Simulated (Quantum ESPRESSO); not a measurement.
# MnF2: which magnetic order is lowest, part 2 of 2

A self-consistent run ends on one state, which hangs on the start. Several orders of MnF2 are started in Quantum ESPRESSO and their energies compared.

Quantum ESPRESSO 7.5; PBEsol with U = 4 eV on Mn d (ortho-atomic projectors); plane waves with GBRV 1.5 PBEsol potentials, no spin-orbit coupling.

So far, absolute magnetization (μB): step 2 (start 1: ferro ++) 10.

## (3) Run 2, typed as antiferro +−

Contents of pw.in:

```
&CONTROL
  calculation = 'scf'
  prefix = 'pwscf'
  outdir = './tmp'
  pseudo_dir = './pseudo'
  disk_io = 'nowf'
/
&SYSTEM
  ibrav = 0
  celldm(1) = 8
  nat = 6
  ntyp = 3
  ecutwfc = 40
  ecutrho = 280
  nbnd = 39
  occupations = 'smearing'
  smearing = 'fd'
  degauss = 0.00367493
  nspin = 2
  starting_magnetization(1) = 0.3
  starting_magnetization(2) = -0.3
  starting_magnetization(3) = 0
/
&ELECTRONS
  conv_thr = 1.2d-08
  electron_maxstep = 150
  mixing_beta = 0.3
/
ATOMIC_SPECIES
Mn1    54.9380 mn_pbesol_v1.5.uspp.F.UPF
Mn2    54.9380 mn_pbesol_v1.5.uspp.F.UPF
F      18.9984 f_pbesol_v1.4.uspp.F.UPF
CELL_PARAMETERS alat
   1.1512683982751    0.0000000000000    0.0000000000000
   0.0000000000000    1.1512683982751    0.0000000000000
   0.0000000000000    0.0000000000000    0.7820395350998
ATOMIC_POSITIONS crystal
Mn1     0.0000000000    0.0000000000    0.0000000000
Mn2     0.5000000000    0.5000000000    0.5000000000
F       0.3053000000    0.3053000000    0.0000000000
F       0.1947000000    0.8053000000    0.5000000000
F       0.6947000000    0.6947000000    0.0000000000
F       0.8053000000    0.1947000000    0.5000000000
K_POINTS automatic
6 6 6 0 0 0
HUBBARD {ortho-atomic}
U Mn1-3d 4.0000
U Mn2-3d 4.0000
```

On the command line:

```bash
$ OMP_NUM_THREADS=1 mpirun -n 4 pw.x -nk 4 -in pw.in > pw.out
```

Log:

```text
[banner, memory and clock lines left out]
Program PWSCF v.7.5 starts

     Message from routine setup:
     using ibrav=0 with symmetry is DISCOURAGED, use correct ibrav instead

     bravais-lattice index     =            0
     lattice parameter (alat)  =       8.0000  a.u.
     unit-cell volume          =     530.7034 (a.u.)^3
     number of atoms/cell      =            6
     number of atomic types    =            3
     number of electrons       =        58.00
     number of Kohn-Sham states=           39
     kinetic-energy cutoff     =      40.0000  Ry
     charge density cutoff     =     280.0000  Ry
     scf convergence threshold =      1.2E-08
     mixing beta               =       0.3000
     number of iterations used =            8  plain     mixing
     Exchange-correlation= SLA  PW   PSX  PSC
                           (   1   4  10   8   0   0   0)
     Hubbard projectors: ortho-atomic
     Hubbard parameters of DFT+U (Dudarev formulation) in eV:
     U(Mn1-3d) =  4.0000
     U(Mn2-3d) =  4.0000

     Internal variables: lda_plus_u =T, lda_plus_u_kind = 0

     Internal variables: orbital_resolved =F, hub_pot_fix =F, apply_U = F

     celldm(1)=   8.000000  celldm(2)=   0.000000  celldm(3)=   0.000000
     celldm(4)=   0.000000  celldm(5)=   0.000000  celldm(6)=   0.000000

     crystal axes: (cart. coord. in units of alat)
               a(1) = (   1.151268   0.000000   0.000000 )
               a(2) = (   0.000000   1.151268   0.000000 )
               a(3) = (   0.000000   0.000000   0.782040 )

     reciprocal axes: (cart. coord. in units 2 pi/alat)
               b(1) = (  0.868607  0.000000  0.000000 )
               b(2) = (  0.000000  0.868607  0.000000 )
               b(3) = (  0.000000  0.000000  1.278708 )

     PseudoPot. # 1 for Mn read from file:
     mn_pbesol_v1.5.uspp.F.UPF
     Pseudo is Ultrasoft + core correction, Zval = 15.0

     PseudoPot. # 2 for Mn read from file:
     mn_pbesol_v1.5.uspp.F.UPF
     Pseudo is Ultrasoft + core correction, Zval = 15.0

     PseudoPot. # 3 for F  read from file:
     f_pbesol_v1.4.uspp.F.UPF
     Pseudo is Ultrasoft, Zval =  7.0

     atomic species   valence    mass     pseudopotential
     Mn1              15.00    54.93800     Mn( 1.00)
     Mn2              15.00    54.93800     Mn( 1.00)
     F                 7.00    18.99840     F ( 1.00)

     Starting magnetic structure
     atomic species   magnetization
     Mn1             0.300
     Mn2            -0.300
     F               0.000

      8 Sym. Ops., with inversion, found

   Cartesian axes

     site n.     atom                  positions (alat units)
         1        Mn1    tau(   1) = (   0.0000000   0.0000000   0.0000000  )
         2        Mn2    tau(   2) = (   0.5756342   0.5756342   0.3910198  )
         3        F      tau(   3) = (   0.3514822   0.3514822   0.0000000  )
         4        F      tau(   4) = (   0.2241520   0.9271164   0.3910198  )
         5        F      tau(   5) = (   0.7997862   0.7997862   0.0000000  )
         6        F      tau(   6) = (   0.9271164   0.2241520   0.3910198  )

     number of k points=    52  Fermi-Dirac smearing, width (Ry)=  0.0037
                       cart. coord. in units 2pi/alat
        k(    1) = (   0.0000000   0.0000000   0.0000000), wk =   0.0046296
        k(    2) = (   0.0000000   0.0000000   0.2131180), wk =   0.0092593
        k(    3) = (   0.0000000   0.0000000   0.4262359), wk =   0.0092593
        k(    4) = (   0.0000000   0.0000000  -0.6393539), wk =   0.0046296
        k(    5) = (   0.0000000   0.1447679   0.0000000), wk =   0.0185185
        [... 47 further k-points ...]

     Dense  grid:    42069 G-vectors     FFT dimensions: (  50,  50,  36)

     Smooth grid:    18157 G-vectors     FFT dimensions: (  40,  40,  25)

     Check: negative core charge=   -0.000039
     Generating pointlists ...
     new r_m :   0.2050 (alat units)  1.6403 (a.u.) for type    1
     new r_m :   0.2050 (alat units)  1.6403 (a.u.) for type    2
     new r_m :   0.2050 (alat units)  1.6403 (a.u.) for type    3

     Initial potential from superposition of free atoms

     starting charge      56.9998, renormalised to      58.0000

     STARTING HUBBARD OCCUPATIONS:

     =================== HUBBARD OCCUPATIONS ===================
     ------------------------ ATOM    1 ------------------------
     Tr[ns(  1)] (up, down, total) =   5.00000  0.00000  5.00000
     Atomic magnetic moment for atom   1 =   5.00000
     [... lines left out ...]
     ------------------------ ATOM    2 ------------------------
     Tr[ns(  2)] (up, down, total) =   0.00000  5.00000  5.00000
     Atomic magnetic moment for atom   2 =  -5.00000
     [... lines left out ...]
     Number of occupied Hubbard levels =   10.0000

     Atomic wfc used for Hubbard projectors are orthogonalized

     Starting wfcs are   42 randomized atomic wfcs

     Self-consistent Calculation

     iteration #  1     ecut=    40.00 Ry     beta= 0.30
     Davidson diagonalization with overlap
     ethr =  1.00E-02,  avg # of iterations =  2.4

     =================== HUBBARD OCCUPATIONS ===================
     ------------------------ ATOM    1 ------------------------
     Tr[ns(  1)] (up, down, total) =   4.97284  0.14170  5.11454
     Atomic magnetic moment for atom   1 =   4.83113
     [... lines left out ...]
     ------------------------ ATOM    2 ------------------------
     Tr[ns(  2)] (up, down, total) =   0.14170  4.97284  5.11454
     Atomic magnetic moment for atom   2 =  -4.83114
     [... lines left out ...]
     Number of occupied Hubbard levels =   10.2291

     Threshold (ethr) on eigenvalues was too large:
     Diagonalizing with lowered threshold

     Davidson diagonalization with overlap
     ethr =  7.55E-04,  avg # of iterations =  1.1

     total energy              =    -616.42495247 Ry
     estimated scf accuracy    <       0.43295384 Ry

     total magnetization       =     0.00 Bohr mag/cell
     absolute magnetization    =     9.75 Bohr mag/cell

     iteration #  2     ecut=    40.00 Ry     beta= 0.30
     Davidson diagonalization with overlap
     ethr =  7.46E-04,  avg # of iterations =  2.0

     total energy              =    -616.49081564 Ry
     estimated scf accuracy    <       0.05346259 Ry

     total magnetization       =    -0.00 Bohr mag/cell
     absolute magnetization    =     9.73 Bohr mag/cell

     [... further iterations left out ...]

     iteration # 10     ecut=    40.00 Ry     beta= 0.30
     Davidson diagonalization with overlap
     ethr =  3.57E-11,  avg # of iterations =  2.4

     negative rho (up, down):  7.511E-04 7.511E-04

     total energy              =    -616.50584619 Ry
     estimated scf accuracy    <       0.00000002 Ry

     total magnetization       =    -0.00 Bohr mag/cell
     absolute magnetization    =     9.76 Bohr mag/cell

     iteration # 11     ecut=    40.00 Ry     beta= 0.30
     Davidson diagonalization with overlap
     ethr =  2.74E-11,  avg # of iterations =  3.0

     negative rho (up, down):  7.509E-04 7.509E-04

     Magnetic moment per site  (integrated on atomic sphere of radius R)
     atom   1 (R=0.205)  charge= 12.3277  magn=  4.2252
     atom   2 (R=0.205)  charge= 12.3277  magn= -4.2252
     atom   3 (R=0.205)  charge=  6.7062  magn= -0.0207
     atom   4 (R=0.205)  charge=  6.7062  magn=  0.0207
     atom   5 (R=0.205)  charge=  6.7062  magn= -0.0207
     atom   6 (R=0.205)  charge=  6.7062  magn=  0.0207

     End of self-consistent calculation

     =================== HUBBARD OCCUPATIONS ===================
     ------------------------ ATOM    1 ------------------------
     Tr[ns(  1)] (up, down, total) =   4.98609  0.20177  5.18787
     Atomic magnetic moment for atom   1 =   4.78432
     [... lines left out ...]
     ------------------------ ATOM    2 ------------------------
     Tr[ns(  2)] (up, down, total) =   0.20177  4.98609  5.18787
     Atomic magnetic moment for atom   2 =  -4.78432
     [... lines left out ...]
     Number of occupied Hubbard levels =   10.3757

     Number of k-points >= 100: set verbosity='high' to print the bands.

     the Fermi energy is     6.5817 ev

!    total energy              =    -616.50584623 Ry
     estimated scf accuracy    <          6.2E-09 Ry
     smearing contrib. (-TS)   =      -0.00000000 Ry
     internal energy E=F+TS    =    -616.50584623 Ry

     The total energy is F=E-TS. E is the sum of the following terms:
     one-electron contribution =    -374.53251907 Ry
     hartree contribution      =     212.15252483 Ry
     xc contribution           =     -89.99961221 Ry
     ewald contribution        =    -364.18633894 Ry
     Hubbard energy            =       0.06009915 Ry

     total magnetization       =     0.00 Bohr mag/cell
     absolute magnetization    =     9.76 Bohr mag/cell

     convergence has been achieved in  11 iterations
```

Elapsed: 45 s, on 4 MPI ranks of Arm Neoverse V1, shared host; peak memory 0.59 GiB; 3 min of CPU time.

Spin moment in the atom's sphere by atom:

| atom | spin moment in the atom's sphere (μB) |
| --- | --- |
| Mn1 | 4.23 |
| Mn2 | -4.23 |
| F3 | -0.02 |
| F4 | 0.02 |
| F5 | -0.02 |
| F6 | 0.02 |

This step gave:

- smearing term TS: 1.44e-13 eV
- magnetization: 0 μB
- absolute magnetization: 9.757 μB
- final state: antiferromagnetic

## (4) The states side by side

An order is kept where moments of 0.15 μB or more survive with the typed signs; meshes match where a doubled cell samples the same k points as the first cell.

Orders:

| start | final state | typed order kept | energy over the lowest (meV a seeded atom) | largest site moment (μB) | net moment (μB a cell of the first run) | mesh matched | CPU time (s) |
| --- | --- | --- | --- | --- | --- | --- | --- |
| ferro ++ | ferromagnetic | yes | 18.35 | 4.238 | 10 | yes | 183.1 |
| antiferro +- | antiferromagnetic | yes | 0 | 4.225 | 0 | yes | 181 |

## (5) Occupations of the corrected shells in the lowest state

Occupations of the Hubbard shells:

| block | type | shell | spin | electrons | occupation numbers |
| --- | --- | --- | --- | --- | --- |
| 1 | Mn1 | 3d | up | 4.986 | 0.995 0.995 0.998 0.999 0.999 |
| 1 | Mn1 | 3d | down | 0.2018 | 0.017 0.020 0.023 0.068 0.073 |
| 2 | Mn2 | 3d | up | 0.2018 | 0.017 0.020 0.023 0.068 0.073 |
| 2 | Mn2 | 3d | down | 4.986 | 0.995 0.995 0.998 0.999 0.999 |

## (6) Summary of results

| Quantity | Value |
| --- | --- |
| lowest state found | antiferromagnetic (from antiferro +-) |
| largest site moment | 4.23 μB |
| next state with moments | ferromagnetic, 18.4 meV a seeded atom higher |

**Reading.** Only these 2 starts were compared; other wavevectors, canted and longer-period orders were not.

[Logs and program files are shortened in this print: banners, set-up blocks, solver, clock and traceback lines can be left out without a mark of their own.]

[Logs are printed without paths, hosts, clocks, repeated set-up lines and the standing remarks that a program may print on its own settings, such as how far it seeks lower states.]

[Hosts, paths, dates, database ids (printed as entryN), source tags and the programs' standing remarks are cut or masked in the printed files.]

[Where a cell is said to come from a database of computed structures, the database is the Materials Project.]
